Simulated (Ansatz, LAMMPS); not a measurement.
**Squeezing and shearing amorphous carbon (106 atoms)**

How stiff is amorphous carbon (106 atoms)?

Program: Ansatz 0.2.0. Level of theory: Kohn-Sham DFT, PBE, PAW (set soft_2), plane waves. Values are calculated unless marked as measured.

## (1) The structure

The cell holds 106 atoms: 106 C. Its edges and angles: a = 10.737 Å, b = 10.737 Å, c = 10.737 Å, α = 90.0°, β = 90.0°, γ = 90.0°. 106 atoms (106 C) placed at random at 1.71 g/cm³, melted at 6000 K for 10 ps at fixed volume with the LCBOP (Los and Fasolino, Phys. Rev. B 68, 024107 (2003)). Quenched from 6000 K to 100 K at 500 K/ps and fixed volume, held 5 ps, then minimised at fixed cell.

What the set-up can't give: The quench rate of 500 K/ps far exceeds what a furnace or splat quench reaches, so expect more defects and frozen-in strain than in a real sample. The starting topology of bonds comes from the classical model, and needn't be the one that DFT or experiment would give. Sampling is at Γ alone.

## (2) Single point at the start

The forces at the start show how far the geometry lies from a minimum of this functional.

Input file input.yaml:

```yaml
crystal:
  lattice:
    - [10.737, 0.0, 0.0]
    - [0.0, 10.737, 0.0]
    - [0.0, 0.0, 10.737]
  atoms:
    - { symbol: C, position: [0.78074, 0.09381, 0.43231] }
    - { symbol: C, position: [0.68965, 0.78857, 0.04039] }
    - { symbol: C, position: [0.88071, 0.1722, 0.83285] }
    - { symbol: C, position: [0.50339, 0.86623, 0.42715] }
    - { symbol: C, position: [0.42832, 0.2101, 0.78701] }
    - { symbol: C, position: [0.15556, 0.45285, 0.28418] }
    - { symbol: C, position: [0.0753, 0.08836, 0.72281] }
    - { symbol: C, position: [0.22584, 0.22234, 0.91361] }
    - { symbol: C, position: [0.42869, 0.39411, 0.50725] }
    - { symbol: C, position: [0.30385, 0.21686, 0.031] }
    - { symbol: C, position: [0.03057, 0.6264, 0.37998] }
    - { symbol: C, position: [0.3799, 0.93518, 0.21481] }
    - { symbol: C, position: [0.24089, 0.24786, 0.36168] }
    - { symbol: C, position: [0.73047, 0.13734, 0.65808] }
    - { symbol: C, position: [0.69868, 0.85902, 0.92196] }
    - { symbol: C, position: [0.69472, 0.55436, 0.36798] }
    - { symbol: C, position: [0.25247, 0.38585, 0.35245] }
    - { symbol: C, position: [0.95791, 0.51219, 0.58368] }
    - { symbol: C, position: [0.6077, 0.08867, 0.2729] }
    - { symbol: C, position: [0.09227, 0.25834, 0.89526] }
    - { symbol: C, position: [0.10198, 0.85758, 0.64747] }
    - { symbol: C, position: [0.9076, 0.62509, 0.31391] }
    - { symbol: C, position: [0.40511, 0.90524, 0.8645] }
    - { symbol: C, position: [0.47305, 0.37228, 0.94904] }
    - { symbol: C, position: [0.53667, 0.47506, 0.53962] }
    - { symbol: C, position: [0.95785, 0.45001, 0.14282] }
    - { symbol: C, position: [0.87861, 0.50737, 0.23914] }
    - { symbol: C, position: [0.08005, 0.25261, 0.18965] }
    - { symbol: C, position: [0.77828, 0.67044, 0.35924] }
    - { symbol: C, position: [0.63465, 0.82854, 0.46529] }
    - { symbol: C, position: [0.20944, 0.12625, 0.69226] }
    - { symbol: C, position: [0.28278, 0.14918, 0.15171] }
    - { symbol: C, position: [0.93929, 0.44348, 0.99981] }
    - { symbol: C, position: [0.95064, 0.96649, 0.07381] }
    - { symbol: C, position: [0.63551, 0.17555, 0.02287] }
    - { symbol: C, position: [0.19484, 0.19892, 0.24115] }
    - { symbol: C, position: [0.86368, 0.95217, 0.63631] }
    - { symbol: C, position: [0.35591, 0.87566, 0.98761] }
    - { symbol: C, position: [0.66922, 0.65268, 0.02354] }
    - { symbol: C, position: [0.42982, 0.27161, 0.02842] }
    - { symbol: C, position: [0.49061, 0.66719, 0.16954] }
    - { symbol: C, position: [0.82629, 0.36016, 0.41121] }
    - { symbol: C, position: [0.79882, 0.05893, 0.56882] }
    - { symbol: C, position: [0.29486, 0.19251, 0.4802] }
    - { symbol: C, position: [0.3215, 0.85827, 0.11792] }
    - { symbol: C, position: [0.04932, 0.45858, 0.79727] }
    - { symbol: C, position: [0.54154, 0.7856, 0.20984] }
    - { symbol: C, position: [0.2322, 0.76587, 0.16279] }
    - { symbol: C, position: [0.58168, 0.49994, 0.66655] }
    - { symbol: C, position: [0.3013, 0.95993, 0.56209] }
    - { symbol: C, position: [0.71475, 0.02331, 0.32524] }
    - { symbol: C, position: [0.56214, 0.74328, 0.65625] }
    - { symbol: C, position: [0.50559, 0.1243, 0.19602] }
    - { symbol: C, position: [0.92335, 0.09222, 0.04889] }
    - { symbol: C, position: [0.73981, 0.35008, 0.75766] }
    - { symbol: C, position: [0.0205, 0.62565, 0.52272] }
    - { symbol: C, position: [0.66082, 0.83489, 0.16554] }
    - { symbol: C, position: [0.06006, 0.73843, 0.59179] }
    - { symbol: C, position: [0.60341, 0.11084, 0.68048] }
    - { symbol: C, position: [0.70634, 0.0865, 0.95898] }
    - { symbol: C, position: [0.25897, 0.65945, 0.24518] }
    - { symbol: C, position: [0.52676, 0.20089, 0.08917] }
    - { symbol: C, position: [0.83232, 0.44498, 0.78704] }
    - { symbol: C, position: [0.742, 0.79667, 0.8068] }
    - { symbol: C, position: [0.06784, 0.38756, 0.20023] }
    - { symbol: C, position: [0.01219, 0.86284, 0.1007] }
    - { symbol: C, position: [0.3937, 0.61847, 0.25108] }
    - { symbol: C, position: [0.76622, 0.85337, 0.6804] }
    - { symbol: C, position: [0.0397, 0.38609, 0.91251] }
    - { symbol: C, position: [0.01048, 0.96611, 0.67035] }
    - { symbol: C, position: [0.36306, 0.44509, 0.39958] }
    - { symbol: C, position: [0.72834, 0.8909, 0.27495] }
    - { symbol: C, position: [0.39314, 0.27061, 0.53006] }
    - { symbol: C, position: [0.35369, 0.85056, 0.74711] }
    - { symbol: C, position: [0.73805, 0.59686, 0.92293] }
    - { symbol: C, position: [0.2633, 0.0912, 0.56727] }
    - { symbol: C, position: [0.38351, 0.06774, 0.19732] }
    - { symbol: C, position: [0.94514, 0.4808, 0.7164] }
    [... 22 atom lines left out ...]
    - { symbol: C, position: [0.77973, 0.451, 0.32125] }
    - { symbol: C, position: [0.44293, 0.54032, 0.34755] }
    - { symbol: C, position: [0.50321, 0.49047, 0.00517] }
    - { symbol: C, position: [0.56803, 0.53882, 0.41524] }
    - { symbol: C, position: [0.60965, 0.62835, 0.71375] }
    - { symbol: C, position: [0.50656, 0.10047, 0.76947] }
kpoints:
  mp_grid: { grid: [1, 1, 1] }
hamiltonian:
  xc: pbe
scf:
  occupations: { method: fermi_dirac, width: 0.05 }
output:
  forces: true
```

On the command line:

```console
$ ansatz run input.yaml --threads 4 --pin off --max-ram 8192MiB --backend cpu --events-out ev --progress --plain --runs-dir out
```

What it wrote:

```text
Engine: ansatz 0.2.0, x86_64-unknown-linux-gnu
Pseudopotentials: kind: paw
Pseudopotential: C, paw, valence charge 4, recommended cutoff 420 eV (normal), C.paw.azcp
[... 5 lines on functional and potentials left out ...]
Crystal: 106 atoms, lattice volume = 1237.795 Å³
Basis set: ecut = 420 eV, 24111 PW (Γ), exchange–correlation on 144×144×144 points (8 copies of the dense FFT grid, shifted against one another)
Bands: 318, of which v1, the nominal top of the filled ones, is band 212 counted from 1 (211 counted from 0)
Symmetry: 1 space group operations
Space group: P1 (ITA 1), of the structure as read, at distance tolerance 1.1e-4 Å
k-points: 1
[... 3 lines on functional and potentials left out ...]
Initial density: superposition of atomic densities (neutral atoms: chi_scale 0, normalization atom), corrected by the library's trained network
Initial wavefunctions: pseudopotential atomic-orbital guess
Functional: x = pbe(κ = 0.804, μ = 0.219515), c = pbe(β = 0.066725)
SCF iter   1: F=—  HF=-26490.094523 eV  |F-HF|=—  |Δ(HF+E_count)|=         —  Δρ=1.43e-2  dr2=4.66e0  ethr=1.77e-3  ⟨swp⟩=6.0  Hψ=1402  notcnv=0  defer=58
preconditioner: auto → LDOS  [metal: Δε(μ)=0.027 eV  Ē_g=13.057 eV  σ=0.050 eV  W_gap=0.14  n_scr=250 (ndim 8)  ℏωp=21.7 eV  f_vac=0.167  D(μ)=35.51/eV (n_scr^D=250)  β→1.0]
SCF iter   2: F=—  HF=-26489.659902 eV  |F-HF|=—  |Δ(HF+E_count)|=   4.35e-1  Δρ=6.21e-3  dr2=6.04e-1  ethr=1.10e-3  ⟨swp⟩=3.0  Hψ=534  notcnv=0  defer=79
SCF iter   3: F=—  HF=-26489.605040 eV  |F-HF|=—  |Δ(HF+E_count)|=   5.49e-2  Δρ=2.80e-3  dr2=1.71e-1  ethr=1.42e-4  ⟨swp⟩=2.0  Hψ=436  notcnv=0  defer=79
SCF iter   4: F=—  HF=-26489.592280 eV  |F-HF|=—  |Δ(HF+E_count)|=   1.28e-2  Δρ=1.30e-3  dr2=3.30e-2  ethr=4.03e-5  ⟨swp⟩=2.0  Hψ=274  notcnv=0  defer=79
SCF iter   5: F=—  HF=-26489.590595 eV  |F-HF|=—  |Δ(HF+E_count)|=   1.68e-3  Δρ=8.11e-4  dr2=1.38e-2  ethr=7.79e-6  ⟨swp⟩=2.0  Hψ=355  notcnv=0  defer=79
SCF iter   6: F=—  HF=-26489.589580 eV  |F-HF|=—  |Δ(HF+E_count)|=   1.02e-3  Δρ=4.20e-4  dr2=4.04e-3  ethr=3.25e-6  ⟨swp⟩=2.0  Hψ=381  notcnv=0  defer=79
SCF iter   7: F=—  HF=-26489.589374 eV  |F-HF|=—  |Δ(HF+E_count)|=   2.07e-4  Δρ=2.06e-4  dr2=8.98e-4  ethr=9.53e-7  ⟨swp⟩=2.0  Hψ=243  notcnv=0  defer=79
SCF iter   8: F=—  HF=-26489.589329 eV  |F-HF|=—  |Δ(HF+E_count)|=   4.43e-5  Δρ=9.55e-5  dr2=1.97e-4  ethr=2.12e-7  ⟨swp⟩=2.0  Hψ=331  notcnv=0  defer=79
SCF iter   9: F=—  HF=-26489.589349 eV  |F-HF|=—  |Δ(HF+E_count)|=   1.94e-5  Δρ=4.83e-5  dr2=4.59e-5  ethr=4.65e-8  ⟨swp⟩=2.0  Hψ=367  notcnv=0  defer=79
SCF iter  10: F=—  HF=-26489.590574 eV  |F-HF|=—  |Δ(HF+E_count)|=   1.23e-3  Δρ=2.07e-5  dr2=8.54e-6  ethr=1.08e-8  ⟨swp⟩=1.0  Hψ=318  notcnv=0  defer=79
SCF iter  11: F=—  HF=-26489.590574 eV  |F-HF|=—  |Δ(HF+E_count)|=   5.95e-8  Δρ=9.24e-6  dr2=1.89e-6  ethr=2.01e-9  ⟨swp⟩=2.0  Hψ=396  notcnv=0  defer=79
SCF iter  12: F=—  HF=-26489.590574 eV  |F-HF|=—  |Δ(HF+E_count)|=   6.28e-8  Δρ=4.08e-6  dr2=3.20e-7  ethr=4.45e-10  ⟨swp⟩=3.0  Hψ=463  notcnv=0  defer=79
SCF iter  13: F=-26489.590574 eV  HF=-26489.590574 eV  |F-HF|=5.37e-8  |Δ(HF+E_count)|=   9.74e-9  Δρ=1.82e-6  dr2=7.30e-8  ethr=2.36e-11  ⟨swp⟩=3.0  Hψ=751  notcnv=0
SCF 1 converged in 13 iterations: F = -26489.590574 eV  dr2 = 7.30e-8
  greatest PAW one-centre occupation: 0.679 electrons in one spin orbital (limit 2), on the C atom at site 34 (counted from 0), in its partial waves of l = 0
SCF converged after 13 iterations
Free energy (F): -26489.590574 eV
Harris-Foulkes:  -26489.590574 eV  (|F-HF|=5.37e-8)
Internal energy: -26489.240797 eV  (E = F + TS)
E sigma→0 (E₀):  -26489.415686 eV
Entropy (-TS):   -0.349777 eV (-3.300 meV/atom)
Fermi energy:    4.002990 eV
--- Per-component energies (eV) ---
  E_band       = -1834.583735
  E_kinetic    = 9242.492395
  E_local      = -23863.651256  (includes V_loc(G=0)·N_el)
  E_nonlocal   = 2830.325327
  E_hartree    = 8378.751080
  E_xc         = -4960.475507
  E_vxc        = -6132.416298  (∫ρ·V_xc dr)
  E_paw        = -10488.282135  (= ΣΔE_a)
  E_vpaw       = -668.835569  (= ΣTr[D̂ρ^β])
  E_aug_tail   = 0.000726  (compensation charges beyond the density's cutoff)
  E_ewald      = -7628.401429
  E_smearing   = -0.349777  (= −TS)
  E_closure    = -0.000000  (closes the sum)
  Σ components = -26489.590574   (vs F -26489.590574, Δ=0.00e0)
--- Forces (eV/Å), atoms counted from 1 ---
  atom   1  C      0.20319818     2.67224517     0.39510394
  atom   2  C     -0.29090443    -0.67353131    -0.21041612
  atom   3  C     -0.62295453    -1.03735873     2.34808100
  atom   4  C      0.21322888     0.36362346     0.28942298
  atom   5  C     -0.38751919     0.89122402    -1.15327850
  atom   6  C     -0.30061666    -0.94241711    -1.01413723
  atom   7  C      0.07843934     0.23462179     0.09867806
  atom   8  C     -0.17404579     0.75476120    -1.08067104
  atom   9  C     -0.08049778    -1.95968042    -0.21956412
  atom  10  C      1.16318225     1.33955833    -1.18562210
  atom  11  C     -1.81083912     0.37658002    -2.49243980
  atom  12  C      0.69500722     1.03944269     1.07612278
  atom  13  C      0.55110168    -0.33810121     1.70283808
  atom  14  C     -3.20136943    -0.58519008     0.32555820
[...]
atom 105  C      1.18451731    -0.54166483     0.25964867
  atom 106  C      2.43948438     0.91072462    -2.66387173
  max |Σ_I F_I| component: 2.62e-5 eV/Å
```

It took 14 s on 4 threads of AMD EPYC 7R43, shared host; peak memory 1.4 GiB.

Reading the cycles: dr2 is the Hartree energy of the density residual (eV), the measure of convergence; HF is the Harris–Foulkes estimate of the energy, which meets the free energy F at convergence.

The r.m.s. force at the start is 1.3 eV/Å.

[end of part 1 of 4]

[Long decimals in the printed logs are rounded to 6 places.]

[Logs are printed without paths, hosts, clocks, repeated set-up lines and the standing remarks that a program may print on its own settings, such as how far it seeks lower states.]

[Hosts, paths, dates, database ids (printed as entryN), source tags and the programs' standing remarks are cut or masked in the printed files.]
